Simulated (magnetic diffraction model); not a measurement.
# CoBiS3 below its ordering temperature

Space group R-3m (no. 166), a = 6.5660 Å, c = 8.1430 Å.

| site | atom | x | y | z |
| --- | --- | --- | --- | --- |
| 3a | Bi | 0 | 0 | 0 |
| 3b | Co | 1/3 | 2/3 | 1/6 |
| 9e | S | 1/6 | 1/3 | 1/3 |

This is a made-up structure (elements placed in a structure type, unrelaxed), so the numbers test the method and describe no known phase.

Only Co is taken to order (form factors of Co3+); orders and moment sizes are assumed, and not adapted to the symmetry. Radiation: neutrons of λ = 2.52 Å, 1.5° to 90°; isotropic B of 0.26 Å² (Bi), 0.27 Å² (Co) and 0.3 Å² (S). The intensities are simulated: I ∝ L Σ (|F_N|² + |F_M⊥|²) for unpolarised neutrons, with F_M = 2.695 fm/μB × Σ f(s) S exp(2πi Q·r) exp(−B s²) at Q = H ± k (one set where k and −k are equivalent), only the part normal to Q counting and L = 1/(sin²θ cos θ). For a modulated order the moment at position r is S exp(−2πi k·r) + c.c., with S = m/2 for a sine wave of amplitude m and S = m(u + iv)/2 for moments turning in a plane, u and v being orthogonal unit vectors in it; the phase factor of the sum at Q = H + k is then exp(2πi H·r). Form factors are spin-only for 3d ions and dipole or tabulated for f ions, scattering lengths are Sears's of 1992, and absorption is left out. A label names one of the reflections at its angle. The strongest nuclear line in the range is 100, and lines under 0.2 are left out.

Above the ordering temperature:

```csv
2θ (°),index,I
31.36,(1 0 1),9.5
44.74,(0 1 2),32.5
45.14,(1 1 0),32.0
55.32,(0 0 3),24.0
55.99,(0 2 1),70.6
65.44,(2 0 2),100.0
74.07,(1 1 3),4.5
74.65,(2 1 1),4.5
82.20,(1 0 4),13.1
83.05,(1 2 2),25.9
83.33,(3 0 0),12.9
```

Below it (cell unchanged):

```
2θ (°)      I
  6.35   38.4
 26.25    5.0
 29.27   10.8
 31.36    9.5
 34.59    6.0
 37.00    1.7
 39.38    2.8
 41.13    2.5
 43.23    4.9
 44.74   32.5
 45.14   32.0
 45.63    3.5
 47.19    3.5
 49.08    1.3
 49.35    0.7
 51.27    1.2
 52.97    2.3
 55.32   24.0
 55.74    2.9
 55.99   70.6
 59.49    0.7
 59.73    1.5
 62.70    1.7
 62.94    0.3
 65.44  100.0
 67.58    0.7
 68.87    1.2
 69.10    0.9
 70.00    2.5
 71.86    0.3
 73.55    1.1
 74.07    4.5
 74.44    2.4
 74.65    4.5
 76.25    0.6
 76.47    0.9
```
(The table stops after 36 lines; 16 more lie at higher angle.)

**Question.** Check that the new lines index with k = (0 1/4 0), then choose among these models:
A. moments turning in the plane of [010] and [001], 3.45 μB on Co
B. a sine wave with moments along [010] (amplitudes given), 3.45 μB on Co
C. moments turning in the plane of [001] and [100], 3.45 μB on Co
D. a sine wave with moments along [001] (amplitudes given), 3.45 μB on Co

The new lines index as (0 1/4 0) at 6.35°, (0 3/4 -1) at 26.25°, (1 -1/4 1) at 29.27° and (1 1/4 1) at 34.59°, that is as H ± k with k = (0 1/4 0), one of 3 inequivalent arms of its star (k and −k counted as one), which a powder can't tell apart. Satellites come in pairs about each point of the reciprocal lattice.

Magnetic intensity, observed (below minus above) and for each model:

| 2θ (°) | index | observed | A | B | C | D |
| --- | --- | --- | --- | --- | --- | --- |
| 6.35 | (0 1/4 0) | 38.4 | 192.1 | 38.4 | 307.4 | 153.7 |
| 26.25 | (0 3/4 -1) | 5.0 | 9.4 | 5.0 | 12.8 | 4.5 |
| 29.27 | (1 -1/4 1) | 10.8 | 18.9 | 10.8 | 13.7 | 8.2 |
| 34.59 | (1 1/4 1) | 6.0 | 12.6 | 6.0 | 11.9 | 6.6 |
| 37.00 | (0 5/4 -1) | 1.7 | 4.6 | 1.7 | 6.8 | 3.0 |
| 39.38 | (1 3/4 0) | 2.8 | 9.5 | 2.8 | 11.2 | 6.7 |
| 43.23 | (1 -3/4 2) | 4.9 | 6.5 | 4.9 | 5.5 | 1.6 |
| 51.27 | (1 5/4 0) | 1.2 | 4.8 | 1.2 | 6.4 | 3.6 |

Model B matches.

The structure used: k = (0 1/4 0), a sine wave with moments along [010] (amplitudes given), 3.45 μB on Co.

[Logs are printed without paths, hosts, clocks, repeated set-up lines and the standing remarks that a program may print on its own settings, such as how far it seeks lower states.]
